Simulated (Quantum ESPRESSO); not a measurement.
# Mo (Im-3m): phonons and their coupling to the electrons

How strong is the electron-phonon coupling in Mo (Im-3m)?

Program: Quantum ESPRESSO 7.5. Level of theory: DFT PBE, scalar-relativistic, plane waves, PseudoDojo norm-conserving pseudopotentials. Results are calculated unless marked as measured.

Report form: the programs' logs are mostly left out.

## Step 1: Starting point

Symmetry: Im-3m, No. 229, cubic system. Conventional cell: a = 3.147 Å, b = 3.147 Å, c = 3.147 Å, α = 90.00°, β = 90.00°, γ = 90.00°. Nearest to Mo lie 8 Mo at 2.73 Å.

## Step 2: A first look

A cheap run with smearing and empty bands tells whether the crystal has a gap, which decides between fixed occupations and smearing later on.

probe.in reads:

```
&control
   calculation = 'scf'
   prefix = 'x'
   outdir = './tmp'
   pseudo_dir = './pseudo'
   tprnfor = .true.
   tstress = .true.
   verbosity = 'high'
/
&system
   ibrav = 0
   nat = 1
   ntyp = 1
   ecutwfc = 80.0
   occupations = 'smearing'
   smearing = 'gaussian'
   degauss = 0.01
/
&electrons
   conv_thr = 1.0d-07
   mixing_beta = 0.7
   electron_maxstep = 100
/
ATOMIC_SPECIES
 Mo     95.9500  Mo.upf
CELL_PARAMETERS angstrom
    -1.573415000    1.573415000    1.573415000
     1.573415000   -1.573415000    1.573415000
     1.573415000    1.573415000   -1.573415000
ATOMIC_POSITIONS crystal
 Mo     0.000000000   0.000000000   0.000000000
K_POINTS automatic
 8 8 8 0 0 0
```

Launch:

```bash
$ OMP_NUM_THREADS=1 mpirun -n 4 pw.x -nk 4 -in probe.in > probe.out
```

Wall time 2.3 s (4 MPI ranks of Arm Neoverse V1, shared host); 8.7 s of CPU time.

This step gave:

```yaml
volume_per_atom: 15.58 Å³
pressure: 4.473 GPa
gap_on_the_k_mesh: 0 eV
```

No gap opens on this mesh, so smearing is kept; the start stands at 4.5 GPa.

## Step 3: Relaxation

The relaxation runs at a cutoff a fifth above that of the response, since stress converges more slowly with the basis than frequencies do. Forces and stress are brought to rest with tight thresholds.

relax.in reads:

```
&control
   calculation = 'vc-relax'
   prefix = 'x'
   outdir = './tmp'
   pseudo_dir = './pseudo'
   tprnfor = .true.
   tstress = .true.
   forc_conv_thr = 2.0d-05
   etot_conv_thr = 1.0d-07
   nstep = 40
/
&system
   ibrav = 0
   nat = 1
   ntyp = 1
   ecutwfc = 96
   occupations = 'smearing'
   smearing = 'mv'
   degauss = 0.02
/
&electrons
   conv_thr = 1.0d-11
   mixing_beta = 0.7
   electron_maxstep = 100
/
&ions
/
&cell
   press_conv_thr = 0.2
/
ATOMIC_SPECIES
 Mo     95.9500  Mo.upf
CELL_PARAMETERS angstrom
    -1.573415000    1.573415000    1.573415000
     1.573415000   -1.573415000    1.573415000
     1.573415000    1.573415000   -1.573415000
ATOMIC_POSITIONS crystal
 Mo     0.000000000   0.000000000   0.000000000
K_POINTS automatic
 16 16 16 0 0 0
```

Launch:

```bash
$ OMP_NUM_THREADS=1 mpirun -n 4 pw.x -nk 4 -in relax.in > relax.out
```

The job ended after 52 s (4 MPI ranks).

The steps of the relaxation:

```tsv
step	energy less that of the first step (eV)	largest force (eV/Å)	pressure (GPa)	volume (Å³)
1	0.0000	0.0000	3.72	15.58
2	-0.0022	0.0000	-1.27	15.88
3	-0.0025	0.0000	-0.03	15.80
4	-0.0025	0.0000	0.01	15.80
5	-0.0025	0.0000	0.01	15.80
```

```tsv
conventional cell, symmetrised	before	after	change
a (Å)	3.147	3.161	+0.5 %
b (Å)	3.147	3.161	+0.5 %
c (Å)	3.147	3.161	+0.5 %
volume (Å³/atom)	15.58	15.80	+1.4 %
```

Final coordinates:

```
CELL_PARAMETERS angstrom
-1.58075 1.58075 1.58075
1.58075 -1.58075 1.58075
1.58075 1.58075 -1.58075
ATOMIC_POSITIONS crystal
Mo 0.00000 0.00000 0.00000
```

The last row of the table of steps is pw.x's closing run on a basis chosen anew for the final cell, so its energy can jump.

This step gave:

```
volume per atom : 15.80 Å³
pressure        : 0.009 GPa
```

The volume changes by +1.4 % from the cell with which this run began.

## Step 4: Self-consistent run for the response

Perturbation theory inherits every error of the wavefunctions, so the threshold is set near the limit of the arithmetic. Smearing stays on, as the first look found no gap above 0.3 eV.

scf.in reads:

```
&control
   calculation = 'scf'
   prefix = 'x'
   outdir = './tmp'
   pseudo_dir = './pseudo'
   tprnfor = .true.
   tstress = .true.
/
&system
   ibrav = 0
   nat = 1
   ntyp = 1
   ecutwfc = 80.0
   occupations = 'smearing'
   smearing = 'mv'
   degauss = 0.02
/
&electrons
   conv_thr = 1.0d-12
   mixing_beta = 0.7
   electron_maxstep = 100
/
ATOMIC_SPECIES
 Mo     95.9500  Mo.upf
CELL_PARAMETERS angstrom
    -1.580745315    1.580745315    1.580745315
     1.580745315   -1.580745315    1.580745315
     1.580745315    1.580745315   -1.580745315
ATOMIC_POSITIONS crystal
 Mo     0.000000000   0.000000000   0.000000000
K_POINTS automatic
 16 16 16 0 0 0
```

Launch:

```bash
$ OMP_NUM_THREADS=1 mpirun -n 4 pw.x -nk 4 -in scf.in > scf.out
```

Wall time 8.3 s (4 MPI ranks); 33 s of CPU time.

Numbers from this step:

- pressure: -0.009 GPa

The cell stands at -0.009 GPa, close enough for phonons.

## Step 5: Levels on a dense mesh

The coupling is a sum over pairs of states at the Fermi level and needs a much denser mesh than the density does.

scf_fit.in, as its differences from scf.in of step 4:

```diff
@@ -16,5 +16,6 @@
    degauss = 0.02
+   la2F = .true.
 /
 &electrons
-   conv_thr = 1.0d-12
+   conv_thr = 1.0d-10
    mixing_beta = 0.7
@@ -31,2 +32,2 @@
 K_POINTS automatic
- 16 16 16 0 0 0
+ 48 48 48 0 0 0
```

Launch:

```bash
$ OMP_NUM_THREADS=1 mpirun -n 4 pw.x -nk 4 -in scf_fit.in > scf_fit.out
```

Wall time 2.1 min (4 MPI ranks).

This step gave:

```
pressure : 0.1820 GPa
```

## Step 6: Self-consistent run for the response

The run on the dense mesh left its levels for the electron-phonon sums; ph.x needs the ground state on the coarse mesh, so pw.x runs once more in the same folder.

scf.in is that of step 4.

Launch:

```bash
$ OMP_NUM_THREADS=1 mpirun -n 4 pw.x -nk 4 -in scf.in > scf.out
```

The job ended after 7.9 s (4 MPI ranks; 31 s of CPU time).

Numbers from this step:

```
pressure : -0.009 GPa
```

## Step 7: Linear response on the mesh

Linear response treats each wavevector in the unit cell, with no supercell; the 4×4×4 mesh fixes the range of the force constants to be had. The change of the potential is kept for the electron-phonon matrix elements.

ph.in reads:

```
phonons
&inputph
   prefix = 'x'
   outdir = './tmp'
   fildyn = 'x.dyn'
   tr2_ph = 1.0d-18
   alpha_mix(1) = 0.4
   nmix_ph = 8
   ldisp = .true.
   nq1 = 4
   nq2 = 4
   nq3 = 4
   electron_phonon = 'interpolated'
   fildvscf = 'dvscf'
   el_ph_sigma = 0.005
   el_ph_nsigma = 10
/
```

Launch:

```bash
$ OMP_NUM_THREADS=1 mpirun -n 4 ph.x -nk 4 -in ph.in > ph.out
```

Run time: 59 min. Hardware: 4 MPI ranks; 3.9 h of CPU time.

Numbers from this step:

| Item | Value |
| --- | --- |
| largest acoustic frequency at the zone centre before the sum rule | 0.83 cm⁻¹ |
| lowest mode on the q mesh (acoustic ones at the zone centre apart) | 113.1 cm⁻¹ |

Frequencies (cm⁻¹) at each irreducible wavevector; negative means imaginary. Frequencies by wavevector:

```tsv
q (fractions)	star	mode 1	mode 2	mode 3
0 0 0	1	0.83	0.83	0.83
0 0 0.25	12	113.1	131.9	193.3
0 0 -0.5	6	145	194.3	260.2
0 0.25 0.25	24	185	197.6	233.9
0.25 0.25 0.25	2	206	206	206
0.25 0.25 -0.25	6	145.8	145.8	237.5
0.25 -0.5 -0.5	12	172.2	218.3	232.8
-0.5 -0.5 -0.5	1	181	181	181
```

Couplings of single modes at a Gaussian broadening of 0.02 Ry, as ph.x prints them; it sets λ to zero for modes under 20 cm⁻¹. Mode couplings:

```tsv
q (fractions)	mode	frequency (cm⁻¹)	λ	linewidth γ (GHz)
0 0 0.25	1	113.1	0.0961	4.59
0 0 0.25	2	131.9	0.0808	5.24
0 0 0.25	3	193.3	0.1038	14.48
0 0 -0.5	1	145	0.7438	58.32
0 0 -0.5	2	194.3	0.0634	8.93
0 0 -0.5	3	260.2	0.115	29.04
0 0.25 0.25	1	185	0.1095	13.99
0 0.25 0.25	2	197.6	0.0782	11.4
0 0.25 0.25	3	233.9	0.0746	15.23
0.25 0.25 0.25	1	206	0.2056	32.56
0.25 0.25 0.25	2	206	0.2056	32.57
0.25 0.25 0.25	3	206	0.2044	32.38
0.25 0.25 -0.25	1	145.8	0.2305	18.27
0.25 0.25 -0.25	2	145.8	0.2316	18.37
0.25 0.25 -0.25	3	237.5	0.1583	33.34
0.25 -0.5 -0.5	1	172.2	0.4095	45.31
0.25 -0.5 -0.5	2	218.3	0.1949	34.66
0.25 -0.5 -0.5	3	232.8	0.1656	33.49
-0.5 -0.5 -0.5	1	181	0.7608	93
-0.5 -0.5 -0.5	2	181	0.7552	92.32
-0.5 -0.5 -0.5	3	181	0.7524	91.98
```

The acoustic modes at Γ come out as far as 0.8 cm⁻¹ from zero, where they should vanish, a small numerical error.

## Step 8: Fourier transform to real space

The dynamical matrices of the mesh are Fourier-transformed to force constants in real space.

q2r.in reads:

```
&input
   fildyn = 'x.dyn'
   zasr = 'crystal'
   flfrc = 'x.fc'
   la2F = .true.
/
```

Launch:

```bash
$ q2r.x < q2r.in > q2r.out
```

Run time: 0.47 s. Hardware: 1 thread.

## Step 9: Interpolated phonon bands

From the force constants any wavevector is cheap; points of the mesh come back as solved, but for the sum rule and, in polar crystals, the LO-TO term at Γ; the rest is interpolation.

matdyn.in reads:

```
&input
   asr = 'crystal'
   flfrc = 'x.fc'
   flfrq = 'x.freq'
   flvec = 'x.modes'
   q_in_band_form = .true.
   q_in_cryst_coord = .true.
/
8
  0.0000000   0.0000000   0.0000000  12  ! GAMMA
  0.5000000  -0.5000000   0.5000000  12  ! H
  0.0000000   0.0000000   0.5000000  12  ! N
  0.0000000   0.0000000   0.0000000  12  ! GAMMA
  0.2500000   0.2500000   0.2500000  12  ! P
  0.5000000  -0.5000000   0.5000000   1  ! H
  0.2500000   0.2500000   0.2500000  12  ! P
  0.0000000   0.0000000   0.5000000   1  ! N
```

Launch:

```bash
$ matdyn.x -in matdyn.in > matdyn.out
```

The job ended after 0.46 s (1 thread).

This step gave:

- lowest frequency on the path: 0 cm⁻¹
- mean frequency: 188.7 cm⁻¹
- Debye temperature (second moment): 359 K
- logarithmic mean frequency: 183.1 cm⁻¹

Matdyn.x, sum rule crystal. The phonon branches at the labelled points (cm⁻¹):

```tsv
point	branch 1	branch 2	branch 3
Γ	0	0	0
halfway	146	146	238
H	181	181	181
halfway	172	218	233
N	145	194	260
halfway	113	132	193
Γ	0	0	0
halfway	162	162	199
P	206	206	206
halfway	208	223	223
H	181	181	181
jump to P	206	206	206
halfway	187	201	237
N	145	194	260
```

Lowest modes at the softest wavevector of the mesh; phase exp(i q.(R + tau)). Modes at q = (0.000, 0.250, 0.000):

```tsv
mode	frequency (cm⁻¹)
1	113.1
2	131.9
3	193.3
```

Displacements in mode 1 (113.1 cm⁻¹), the largest set to 1, in the home cell:
```
Mo1 0.00 1.00 0.00
```

Displacements in mode 2 (131.9 cm⁻¹), the largest set to 1, in the home cell:
```
Mo1 -1.00  0.00  1.00
```

Force constants by pair (phonopy on the run's constants); pairs near half the supercell's span include their periodic images. Pair force constants, by row:

```tsv
atom	neighbour	distance (Å)	third of the trace (eV/Å²)	along the pair's line (eV/Å²)
Mo1	itself	0	13.17	–
Mo1	Mo	2.738	-0.8859	-1.952
Mo1	Mo	3.161	-0.8068	-2.722
Mo1	Mo	4.471	-0.1797	-0.3107
Mo1	Mo	5.243	0.0545	0.1301
Mo1	Mo	5.476	0.0161	-0.3653
Mo1	Mo	6.323	-0.2114	-0.4571
Mo1	Mo	7.069	0.0296	0.0399
```

Harmonic mean-square displacement, third of the trace. Mean-square displacements:

```tsv
T (K)	Mo1 U_eq (Å²)
0	0.001
100	0.00129
300	0.00288
600	0.00554
```

Mode patterns, pair constants, displacements and means over the zone were worked out by phonopy from the force constants of q2r.x.

All branches are real along the path.

## Step 10: Sums over the zone

Sums over the zone need many more wavevectors than were solved, so the interpolation is sampled on a dense mesh.

matdyn.in reads:

```
&input
   asr = 'crystal'
   flfrc = 'x.fc'
   dos = .true.
   fldos = 'x.dos'
   nk1 = 20
   nk2 = 20
   nk3 = 20
   deltaE = 0.3
   la2F = .true.
/
```

Launch:

```bash
$ matdyn.x -in matdyn.in > matdyn.out
```

The job ended after 46 s (1 thread).

Numbers from this step:

```yaml
share_of_modes_beyond_3i_cm_minus1_on_the_dense_interpolated_mesh: 0
electron_phonon_coupling_constant: 0.4822
logarithmic_mean_frequency_weighted_by_the_coupling: 263.2 K
zero_point_energy_per_atom: 35.1 meV
heat_capacity_at_300_k: 23.25 J/(mol atoms K)
vibrational_entropy_at_300_k: 29.04 J/(mol atoms K)
```

The phonon density of states has structure finer than the step of the table below, so its rows give means over 10 cm⁻¹, whole bins alone (the curve runs from 0 to 260 cm⁻¹). Peaks (cm⁻¹: height): 199.5: 0.0396, 246.0: 0.0349.

Tetrahedra. Table of phonon density of states by wavenumber; means over each step:

wavenumber (cm⁻¹), phonon density of states (1/cm⁻¹/cell) and a bar:
```
       10     0.0000 
       20     0.0001 
       30     0.0002 
       40     0.0004 
       50     0.0007 #
       60     0.0010 #
       70     0.0014 #
       80     0.0019 ##
       90     0.0025 ##
      100     0.0033 ###
      110     0.0044 ####
      120     0.0057 #####
      130     0.0077 ######
      140     0.0112 #########
      150     0.0171 ##############
      160     0.0197 ################
      170     0.0230 ###################
      180     0.0283 ########################
      190     0.0298 #########################
      200     0.0359 ##############################
      210     0.0233 ###################
      220     0.0159 #############
      230     0.0195 ################
      240     0.0276 #######################
      250     0.0175 ###############
```

Harmonic thermodynamic functions per atom, summed over the density of states scaled to three modes an atom; melting is ignored. Thermodynamic functions:

```tsv
T (K)	F_vib (meV/atom)	S (J/mol-atom/K)	C_V (J/mol-atom/K)
0	35.1	0	0
50	34.95	1.254	4.056
100	32.84	7.364	14.02
200	18.37	19.95	21.34
300	-7.27	29.04	23.25
400	-41.04	35.84	23.97
500	-81.07	41.23	24.31
600	-126.2	45.68	24.5
700	-175.5	49.46	24.62
800	-228.5	52.76	24.69
900	-284.8	55.67	24.75
1000	-343.8	58.28	24.78
```

λ by broadening:

```tsv
broadening (Ry)	lambda	N(E_F) (states/spin/Ry/cell)	ω_log (K)
0.005	0.43	3.933	252.7
0.01	0.4338	3.997	260.6
0.015	0.4674	4.214	263.3
0.02	0.4822	4.348	263.2
0.025	0.4858	4.426	262.5
0.03	0.4865	4.485	261.9
0.035	0.4874	4.54	261.4
0.04	0.4893	4.596	261.2
0.045	0.4922	4.66	261
0.05	0.4965	4.738	260.8
```

The alpha^2 F has structure finer than the step of the table below, so its rows give means over 1 meV, whole bins alone (the curve runs from 0.019 to 32.3 meV). Peaks (meV: height): 22.4: 0.859, 30.4: 0.496.

Gaussian broadening 0.02 Ry. Alpha^2 F against phonon energy; means over each step:

```tsv
phonon energy (meV)	alpha^2 F
7	4.0e-5
8	2.4e-4
9	6.0e-4
10	0.00130
11	0.00258
12	0.00495
13	0.00911
14	0.0165
15	0.0292
16	0.0536
17	0.104
18	0.271
19	0.365
20	0.384
21	0.431
22	0.602
23	0.571
24	0.479
25	0.473
26	0.324
27	0.252
28	0.232
29	0.287
30	0.386
31	0.224
```

At 300 K the heat capacity has reached 93 % of the Dulong-Petit value.

## Step 11: A frozen mode

The atoms are moved along one mode, by 0.015 Å at most in any Cartesian component, and the restoring forces give its frequency without the response code: a check of the response kernel of this functional.

frozen.in reads:

```
&control
   calculation = 'scf'
   prefix = 'x'
   outdir = './tmp'
   pseudo_dir = './pseudo'
   tprnfor = .true.
/
&system
   ibrav = 0
   nat = 2
   ntyp = 1
   ecutwfc = 80.0
   occupations = 'smearing'
   smearing = 'mv'
   degauss = 0.02
/
&electrons
   conv_thr = 1.0d-11
   mixing_beta = 0.7
   electron_maxstep = 100
/
ATOMIC_SPECIES
 Mo     95.9500  Mo.upf
CELL_PARAMETERS angstrom
    -3.161490630    3.161490630    3.161490630
     1.580745315   -1.580745315    1.580745315
     1.580745315    1.580745315   -1.580745315
ATOMIC_POSITIONS crystal
 Mo    -0.003354937  -0.003354937  -0.003354937
 Mo     0.503354937   0.003354937   0.003354937
K_POINTS automatic
 8 16 16 0 0 0
```

Launch:

```bash
$ OMP_NUM_THREADS=1 mpirun -n 4 pw.x -nk 4 -in frozen.in > frozen.out
```

Run time: 75 s. Hardware: 4 MPI ranks.

Numbers from this step:

| Property | Result |
| --- | --- |
| frequency from the forces | 260.1 cm⁻¹ |
| frequency from linear response | 260.2 cm⁻¹ |

The forces give 260.1 cm⁻¹ against 260.2 cm⁻¹ from linear response.

## Step 12: Results

| Property | Result |
| --- | --- |
| space group after relaxation | Im-3m |
| volume per atom | 15.8 Å³ |
| q mesh | 4×4×4 |
| lowest mode on the q mesh (acoustic ones at the zone centre apart) | 113.1 cm⁻¹ |
| zero-point energy per atom | 35.1 meV |
| heat capacity at 300 K | 23.2 J/(mol atoms K) |
| vibrational entropy at 300 K | 29.0 J/(mol atoms K) |
| coupling constant for broadenings of 0.01 to 0.04 Ry | 0.43 to 0.49 |
| logarithmic mean frequency over the same range | 261 to 263 K |
| imaginary modes on the q mesh | none |

What this shows: λ is about 0.48 and holds within 15 % over the middle broadenings, a moderate coupling. Mo (Im-3m) is dynamically stable on the 4×4×4 mesh; its spectrum reaches 260 cm⁻¹. These are harmonic frequencies at zero temperature: anharmonic shifts and linewidths and thermal expansion are left out. In a metal the frequencies hang on the k mesh and the smearing, most of all near Kohn anomalies.

[Host names and launcher messages were left out of these logs when they were recorded.]

[Logs are printed without paths, hosts, clocks, repeated set-up lines and the standing remarks that a program may print on its own settings, such as how far it seeks lower states.]

[Hosts, paths, dates, database ids (printed as entryN), source tags and the programs' standing remarks are cut or masked in the printed files.]
